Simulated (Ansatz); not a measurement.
**Where Hf_Si puts its levels in the gap of SiC (P6_3mc)**

Aim: at which Fermi levels does Hf_Si in SiC (P6_3mc) change its charge? The model is a cell of 108 host atoms with 1 Si taken out and 1 Hf put in.

Main program and level: Ansatz 0.2.0; place-levels on r2SCAN runs: charge-transition levels and formation energies with image-charge correction and potential alignment at the atomic sites; PAW set soft_1.

**Measured values to reproduce.**

“Charge spill-out and work function of few-layer graphene on SiC(0001)” (2018, arxiv:1806.04908) quotes from earlier work for SiC, 6H (bulk crystal, literature): band gap (indirect gap, experimental literature value) 3.03 eV [Literature value cited in passing in the theory part; temperature and measurement method …].

### Step 1. Starting point

The cell holds 108 atoms: 53 Si, 54 C and 1 Hf. Its edges and angles: a = 9.236 Å, b = 9.236 Å, c = 15.108 Å, α = 90.0°, β = 90.0°, γ = 120.0°. It derives from SiC (space group P6_3mc). Nearest the centre at fractional (0.667, 0.667, 0.500): Hf101 at 0.00 Å, C71 at 1.89 Å, C107 at 1.89 Å, C59 at 1.89 Å, C104 at 1.89 Å, Si77 at 3.08 Å, Si53 at 3.08 Å, Si5 at 3.08 Å.

Screening for the image-charge correction: ε∞ = (7.09, 7.09, 7.35), ε0 = (10.43, 10.43, 10.95), computed on the host (DFPT, PBEsol, on the r2SCAN cell), and a cell off the functional's own equilibrium shifts the ionic part.

The cell's shortest repeat is 9.2 Å.

### Step 2. Charge states

A transition level is the Fermi level at which two charge states cost the same, so each charge needs its own total energy, at its own relaxed structure.

Each atom starts 0.05 Å or so off its site in a random direction: a symmetric start keeps its symmetry, and would miss off-centre moves and Jahn–Teller distortions. Forces are taken at one point at (¼, ¼, ¼). The cell holds 1 electron more than the neutral one, with a uniform background that keeps it neutral on the whole. The electron count is odd, so at least one spin is unpaired; this run locks the moment at 1 μB.

The sampling was tested on the host first: at the k-points planned (1x1x1 shifted 0.25 0.25 0.25) its energy lies -0.041 eV an atom from the dense-mesh value, a large miss, so this sampling is coarse for the host.

One state's input; the others differ in charge, spin, start and seed, and in occupations where the table says so.

File qm1_M1.relax/input.yaml:

```yaml
crystal:
  lattice:
    - [9.23599493, 0.0, 0.0]
    - [-4.61799746, 7.99860624, 0.0]
    - [0.0, 0.0, 15.1078644]
  atoms:
    - { symbol: Si, position: [0.11111111, 0.22222222, 0.8329854] }
    - { symbol: Si, position: [0.22222222, 0.11111111, 0.3329854] }
[... 2 atom lines left out ...]
    - { symbol: Si, position: [0.0, 0.0, 0.49972248] }
[... 17 atom lines left out ...]
    - { symbol: C, position: [0.22222222, 0.44444444, 0.54152848] }
[... 5 atom lines left out ...]
    - { symbol: Si, position: [0.0, 0.66666667, 0.49972248] }
[... 20 atom lines left out ...]
    - { symbol: Si, position: [0.55555556, 0.44444444, 0.3329854] }
    - { symbol: Si, position: [0.55555556, 0.44444444, 0.66650102] }
[... 1 atom line left out ...]
    - { symbol: Si, position: [0.33333333, 0.33333333, 0.49972248] }
[... 5 atom lines left out ...]
    - { symbol: C, position: [0.55555556, 0.44444444, 0.54152848] }
[... 2 atom lines left out ...]
    - { symbol: Si, position: [0.55555556, 0.77777778, 0.3329854] }
    - { symbol: Si, position: [0.55555556, 0.77777778, 0.66650102] }
[... 1 atom line left out ...]
    - { symbol: Si, position: [0.33333333, 0.66666667, 0.49972248] }
[... 5 atom lines left out ...]
    - { symbol: C, position: [0.55555556, 0.77777778, 0.54152848] }
[... 5 atom lines left out ...]
    - { symbol: Si, position: [0.66666667, 0.0, 0.49972248] }
[... 5 atom lines left out ...]
    - { symbol: C, position: [0.88888889, 0.11111111, 0.54152848] }
[... 5 atom lines left out ...]
    - { symbol: Si, position: [0.66666667, 0.33333333, 0.49972248] }
[... 5 atom lines left out ...]
    - { symbol: C, position: [0.88888889, 0.44444444, 0.54152848] }
[... 2 atom lines left out ...]
    - { symbol: Si, position: [0.88888889, 0.77777778, 0.3329854] }
    - { symbol: Si, position: [0.88888889, 0.77777778, 0.66650102] }
[... 1 atom line left out ...]
    - { symbol: Hf, position: [0.66666667, 0.66666667, 0.49972248] }
[... 2 atom lines left out ...]
    - { symbol: C, position: [0.66666667, 0.66666667, 0.37436694] }
[... 2 atom lines left out ...]
    - { symbol: C, position: [0.88888889, 0.77777778, 0.54152848] }
    - { symbol: C, position: [0.77777778, 0.88888889, 0.04152848] }
  host:
    repeats: [3, 3, 1]
    atoms:
      - { symbol: Si, position: [0.33333333, 0.66666667, 0.8329854] }
      - { symbol: Si, position: [0.66666667, 0.33333333, 0.3329854] }
      # ... 10 more atoms of the perfect host
total_charge: -1
basis:
  ecutwfc: 500
  xc_grid: 2
hamiltonian:
  xc: r2scan
  pseudopotentials: { kind: paw, azcp: { folder: soft_1 } }
kpoints:
  mp_grid: { grid: [1, 1, 1], shift: [0.25, 0.25, 0.25] }
magnetization:
  spin_polarized: true
  initial_magnetization: 1
  spin_locking: { lock_magnetization: hard }
scf:
  occupations: { method: fixed }
  max_iter: 60
output:
  forces: true
  charged_corrections:
    epsilon: [7.09, 7.09, 7.35]
    static_epsilon: [10.43, 10.43, 10.95]
    defect_position: [0.666667, 0.666667, 0.499722]
relax:
  f_tol: 0.02
  max_steps: 80
  random_displacement: { amplitude: 0.05, seed: 7051 }
checkpoint:
  write: "../qm1_M1.relax.run"
  compress: false
  write_wavefunctions: true
  write_every: 100000
```

Command:

```
> ansatz run input.yaml --threads 4 --pin off --max-ram 15073MiB --backend cpu --events-out ev --progress --plain --runs-dir out
```

Defect states can disperse in a cell of this size, so the energy is taken again at a 2×2×2 shifted mesh, on the relaxed structure.

The run of this state that the levels use, under r2SCAN:

File qm1_M1.point/input.yaml:

```yaml
crystal:
  checkpoint: "../qm1_M1.relax.run"
  host: checkpoint
total_charge: -1
basis:
  ecutwfc: 500
  xc_grid: 2
hamiltonian:
  xc: r2scan
  pseudopotentials: { kind: paw, azcp: { folder: soft_1 } }
kpoints:
  mp_grid: { grid: [2, 2, 2], shift: [0.5, 0.5, 0.5] }
magnetization:
  spin_polarized: true
  initial_magnetization: 1
  spin_locking: { lock_magnetization: hard }
scf:
  occupations: { method: fermi_dirac, width: 0.01 }
  max_iter: 60
output:
  forces: true
  eigenvalues: true
  charged_corrections:
    epsilon: [7.09, 7.09, 7.35]
    static_epsilon: [10.43, 10.43, 10.95]
    defect_position: [0.666667, 0.666667, 0.499722]
  eigenstates: { localisation: true }
  populations: true
  efg: {}
  band_densities: [{ bands: [v1, v1] }, { bands: [c1, c1] }]
  write_density: true
  write_potential: true
  volumetric_format: npy
  elf: true
checkpoint:
  read: "../qm1_M1.relax.run"
  write: "../qm1_M1.point.run"
  compress: false
  write_wavefunctions: false
  write_every: 100000
```

Relaxations under r2SCAN at one point at (¼, ¼, ¼); times on 4 threads of Arm Neoverse V1, shared host:

```
charge  moment (μB)  occupations    outcome  steps  largest displacement against the far atoms (Å)     time
    −1            1        fixed  converged      7                                            0.21   11 min
     0            0        fixed  converged      6                                            0.21  3.9 min
    +1            1        fixed  converged      7                                            0.31   12 min
```

Single points under r2SCAN at a 2×2×2 shifted mesh; times on 4 threads of Arm Neoverse V1, shared host:

| charge | moment (μB) | occupations | outcome | time |
| --- | --- | --- | --- | --- |
| −1 | 1 | fermi-dirac | converged | 12 min |
| 0 | 0 | fermi-dirac | converged | 4.4 min |
| +1 | 1 | fermi-dirac | converged | 12 min |

Distances (Å) from Hf101 to the nearest atoms after relaxation with r2SCAN:

```csv
charge,moment (μB),1.,2.,3.,4.,5.,6.
−1,1,C 2.07,C 2.08,C 2.09,C 2.09,Si 3.09,Si 3.09
0,0,C 2.07,C 2.08,C 2.08,C 2.08,Si 3.09,Si 3.09
+1,1,C 2.07,C 2.09,C 2.09,C 2.10,Si 3.08,Si 3.09
```

### Step 3. Placing the levels, r2SCAN

A charged cell interacts with its images and the background, and its potential has another zero than the host's. place-levels removes the first by a point-charge model, screened by the static dielectric constant since the ions have relaxed around the charge, and the second by comparing potentials at atoms far from the defect.

The host is a run of the defect-free crystal in the same cutoffs, grids and k-points, so that basis and sampling errors cancel in part in the differences. The host is run in a cell of 12 atoms on a matching mesh. Its band edges are searched through the zone by a band path, so the gap is smaller than, or equal to, that on the mesh. Chemical potentials are energies per atom of Si (diamond) and Hf (hcp), run with the same functional and cutoff.

File levels.point.yaml:

```yaml
host:
  run: host.point.run
states: [qm1_M1.point.run, q0.point.run, qp1_M1.point.run]
geometry_from:
  qm1_M1.point.run: qm1_M1.relax.run
  q0.point.run: q0.relax.run
  qp1_M1.point.run: qp1_M1.relax.run
  host.point.run: host.relax.run
chemical_potentials:
  Si:
    energy: -639.06578
    dataset: <sha256 of the dataset>
  Hf:
    energy: -15733.791958
    dataset: "<sha256 of the dataset>"
epsilon: [7.09, 7.09, 7.35]
static_epsilon: [10.43, 10.43, 10.95]
vertical:
  - { from: qm1_M1.point.run, to: qm1_M1.point_neutral.run }
  - { from: qp1_M1.point.run, to: qp1_M1.point_neutral.run }
```

Command:

```
> ansatz place-levels levels.point.yaml -- --threads 4 --pin off --max-ram 15073MiB
```

Numbers of over 12 decimals in the logs are rounded to 6 here.

The program printed:

```text
[... repeated set-up lines and file paths are left out, and long positions are rounded to six places ...]
(+1/0) 0.110 eV beneath the valence edge (-0.308 eV without the band-filling correction), in the valence band
(0/-1) 2.413 eV above the valence edge (+2.686 eV without the band-filling correction), in the conduction band
formation energy of charge +1: +2.020 eV with the Fermi level at the valence edge
formation energy of charge 0: +1.910 eV with the Fermi level at the valence edge
formation energy of charge -1: +4.323 eV with the Fermi level at the valence edge
vertical -1 to 0: no energy, since no alignment is typed
  the change from vertical[0].from (qm1_M1.point.run) to vertical[0].to (qm1_M1.point_neutral.run): by its potential at epsilon [7.09, 7.09, 7.35] it stands at 0.669 0.662 0.573, with an rms radius of about 5.6 Å (2.8 2.8 4.0 Å across the planes of the cell's [...]
vertical +1 to 0: no energy, since no alignment is typed
  the change from vertical[1].from (qp1_M1.point.run) to vertical[1].to (qp1_M1.point_neutral.run): by its potential at epsilon [7.09, 7.09, 7.35] it stands at 0.624 0.709 0.290, with an rms radius of about 5.5 Å (2.0 2.0 4.7 Å across the planes of the cell's [...]
  edges by r2scan, gap 2.368 eV; the host is sampled to repeats of 18.47 Å
  the defect's cells are sampled to repeats of 18.47 Å, like sampling
  charge +1: -63233.8750 eV with its correction of +0.333 eV, at epsilon [10.43, 10.43, 10.95], aligned at sites: +0.1665 eV, mean over 73 atomic sites at or beyond 4.62 Å from the host's site at [0.6663, 0.6671, 0.4997] by the defect at [0.6667, 0.6667, [...]
  states[2] (qp1_M1.point.run): levels filled in part (TS 0.004 eV): its energy is of no whole electron's
  charge 0: +0.000 eV for its dipole among its images, +0.000 omitted
  charge -1: -63212.6286 eV with its correction of -0.149 eV, at epsilon [10.43, 10.43, 10.95], aligned at sites: +0.3152 eV, mean over 73 atomic sites at or beyond 4.62 Å from the host's site at [0.6663, 0.6671, 0.4997] by the defect at [0.6667, 0.6667, [...]
  states[0] (qm1_M1.point.run): levels filled in part (TS 0.005 eV): its energy is of no whole electron's
  of states[2] (qp1_M1.point.run): it parts from the run at its places by a charge that spreads by about 4.7 Å along one vector (2.6 Å or more is wide), by its potential at epsilon [7.09, 7.09, 7.35], taken for that of held ions (one typed too small widens [...]
  of states[0] (qm1_M1.point.run): it parts from the run at its places by a charge that spreads by about 2.8 Å along one vector (1.4 Å or more is wide), by its potential at epsilon [7.09, 7.09, 7.35], taken for that of held ions (one typed too small widens [...]
  vertical[0].from (qm1_M1.point.run): levels filled in part (TS 0.005 eV): its energy is of no whole electron's
  of vertical[0].from (qm1_M1.point.run): its sublattices stand up to 0.0132 Å off the host's, which by the two runs' forces adds about +0.01 eV to its energy against the host's, and moves the band edges: relax the crystal first, and build the cells on it; [...]
  vertical[1].from (qp1_M1.point.run): levels filled in part (TS 0.004 eV): its energy is of no whole electron's
  of vertical[1].from (qp1_M1.point.run): its sublattices stand up to 0.0206 Å off the host's, which by the two runs' forces adds about +0.01 eV to its energy against the host's, and moves the band edges: relax the crystal first, and build the cells on it; [...]
```

Wall time 0.52 s (4 threads of Arm Neoverse V1, shared host).

Levels between the charges placed, in eV above the valence top:

|  | gap (eV) | (+1/0) | (0/−1) |
| --- | --- | --- | --- |
| r2SCAN | 2.37 | -0.11 | 2.41 |

Corrections by state:

```
charge  moment (μB)  image terms and alignment (eV)  band filling (eV)                                  ε used  over the lowest of its charge, as the program ranks them, band filling apart (eV)
    +1          1.0                           0.333             -0.198  principal values (10.43, 10.43, 10.95)                                                                              0.000
     0          0.0                           0.000                  -                                       -                                                                              0.000
    −1          1.0                          -0.149             -0.273  principal values (10.43, 10.43, 10.95)                                                                              0.000
```

The charged structures listed were also run neutral, and place-levels reads from each pair, by the potential or the spins, how wide the charge is by which they differ; that can be the carrier of either run.

```csv
charge,rms radius (Å),spread where it is widest against the cell (Å),wide from (Å),reading
+1,5.5,4.68,2.62,wide
−1,5.6,2.78,1.39,wide
```

The neutral runs of these pairs need not share the spin of the lowest neutral state, and very wide values only mean spread over the cell.

From the program's caveats on the states, each cut to its opening words:

- charge +1 (1 μB): it parts from the run at its places by a charge that spreads by about 4.7 Å along one vector (2.6 Å or more is wide), by its potential at epsilon [7.09, 7.09, [...]
- charge +1 (1 μB): a band-filling correction moves a carrier to the host's band edge, which changes its energy by -0.198 eV
- charge +1 (1 μB): its alignment with the host at atomic sites is doubtful: the mean over the far sites moves by +0.0999 eV from their farther parts to their nearer, more than [...]
- charge +1 (1 μB): the host's ions (past the first shell or, of a walk that freed a part, those that it held) aren't shown at rest: they stand up to 0.080 Å off their sites, 2.11 [...]
- charge +1 (1 μB): its sublattices stand up to 0.0206 Å off the host's, which by the two runs' forces adds about +0.01 eV to its energy against the host's, and moves the band [...]
- charge +1 (1 μB), −1 (1 μB): flagged: stability check not made
- charge −1 (1 μB): it parts from the run at its places by a charge that spreads by about 2.8 Å along one vector (1.4 Å or more is wide), by its potential at epsilon [7.09, 7.09, [...]
- charge −1 (1 μB): a band-filling correction moves a carrier to the host's band edge, which changes its energy by -0.273 eV
- charge −1 (1 μB): its alignment with the host at atomic sites is doubtful: the mean over the far sites moves by -0.0549 eV from their farther parts to their nearer, more than [...]
- charge −1 (1 μB): the host's ions (past the first shell or, of a walk that freed a part, those that it held) aren't shown at rest: they stand up to 0.057 Å off their sites, 1.56 [...]
- charge −1 (1 μB): its sublattices stand up to 0.0132 Å off the host's, which by the two runs' forces adds about +0.01 eV to its energy against the host's, and moves the band [...]
- charge −1 (1 μB): its moments are held at its close (magnetization.spin_locking), by a field of 0.021 eV a Bohr magneton, and its energy and levels are of the state that this [...]

The host's formation energy from the elements is -0.356 eV per atom; it sets how far the chemical potentials can move.

Formation energies (eV), C-rich (Δμ(C) = 0.00 eV, Δμ(Si) = -0.71 eV, Δμ(Hf) = 0.00 eV):

| charge | Fermi level at the valence top | at the conduction bottom |
| --- | --- | --- |
| +1 | 1.31 | 3.68 |
| 0 | 1.20 | 1.20 |
| −1 | 3.61 | 1.24 |

Formation energies (eV), Si-rich (Δμ(Si) = 0.00 eV, Δμ(C) = -0.71 eV, Δμ(Hf) = 0.00 eV):

| charge | Fermi level at the valence top | at the conduction bottom |
| --- | --- | --- |
| +1 | 2.02 | 4.39 |
| 0 | 1.91 | 1.91 |
| −1 | 4.32 | 1.95 |

### Step 4. The same at the relaxations' own k-points

The relaxations' own energies give the levels at their sampling, for comparison.

File levels.relax_mesh.yaml:

```yaml
host:
  run: host.relax.run
states: [qm1_M1.relax.run, q0.relax.run, qp1_M1.relax.run]
chemical_potentials:
  Si:
    energy: -639.06578
    dataset: <sha256 of the dataset>
  Hf:
    energy: -15733.791958
    dataset: "<sha256 of the dataset>"
```

Command:

```
> ansatz place-levels levels.relax_mesh.yaml -- --threads 4 --pin off --max-ram 15073MiB
```

The program printed:

```text
[...]
formation energy of charge +1: +2.267 eV with the Fermi level at the valence edge
formation energy of charge 0: +2.197 eV with the Fermi level at the valence edge
formation energy of charge -1: +4.617 eV with the Fermi level at the valence edge
  edges by r2scan, gap 2.378 eV; the host is sampled to repeats of 16.00 Å
[... the lines on each state left out ...]
```

It took 0.17 s on 4 threads.

Levels between neighbouring charges, in eV above the valence top:

```
                        gap (eV)  (+1/0)  (0/−1)
one point at (¼, ¼, ¼)      2.38   -0.07    2.42
  a 2×2×2 shifted mesh      2.37   -0.11    2.41
```

Going from one point at (¼, ¼, ¼) to a 2×2×2 shifted mesh moves formation energies against the elements by up to 0.29 eV; band-filling terms, which differ between samplings, are in these energies.

### Step 5. Outcome

| Quantity | Value |
| --- | --- |
| gap of the host | 2.37 eV (r2SCAN) |
| level (plus 1/0) | 0.11 eV below the valence top (-0.31 eV above the valence top without the band-filling term) |
| level (0/minus 1) | 2.41 eV above the valence top, past the conduction bottom (2.69 eV above the valence top without the band-filling term) |
| lowest of the charges placed, just above the valence top (0.02 eV) | 0 |
| lowest of the charges placed, just below the conduction bottom (0.02 eV) | 0 |
| lowest formation energy at mid-gap of the charges run, C-rich | 1.20 eV |
| lowest formation energy at mid-gap of the charges run, Si-rich | 1.91 eV |

What this shows: Of the charges placed (−1, 0 and +1), 0 is the lowest from 0.02 eV above the valence top to 0.02 eV below the conduction bottom, a gap of 2.37 eV. States placed: +1 at 1 μB; 0 at 0 μB; −1 at 1 μB. Other spin states or structures, where not listed, weren't placed. The program finds carriers beyond a band edge of the host and adds a band-filling term at charge −1 (-0.27 eV) and +1 (-0.20 eV); steps to such a charge show no bound level, and a defect level inside a band would be read the same way. Hf is taken at its element; compounds, which aren't counted here, bound the chemical potentials and would shift these formation energies. Going from one point at (¼, ¼, ¼) to a 2×2×2 shifted mesh moves formation energies against the elements by up to 0.29 eV; band-filling terms, which differ between samplings, are in these energies. The program doubts the alignment of potentials for at least one state, a sign that the cell is small. What this leaves open: r2SCAN makes the gap too small and tends to spread out bound carriers; spin–orbit coupling, which can matter with heavy atoms, is left out; force components of up to 0.35 eV/Å remain in a run at the final settings.

Computed beside measured:

```
                             quantity  measured           r2SCAN
band gap (least gap of the host) (eV)      3.03  2.37 (-0.66 eV)
```

Measured values from arxiv:1806.04908 (2018).

Verdict: The band gap is off by -0.66 eV: a clear miss. Local and semilocal functionals usually give gaps below the measured ones. Zero-point and thermal motion shift the measured gap.

[Logs are printed without paths, hosts, clocks, repeated set-up lines and the standing remarks that a program may print on its own settings, such as how far it seeks lower states.]

[Hosts, paths, dates, database ids (printed as entryN), source tags and the programs' standing remarks are cut or masked in the printed files.]

[Where a table of states has a column of steps, it counts the stored structures, which are thinned; the runs took as many ionic steps or more.]

[A defect's name tells the site on which it was built; relaxed atoms can leave that site.]

[For some hosts the program warned that the k-mesh of the response run may be too coarse for force constants and the static dielectric constant; such warnings are not shown here.]
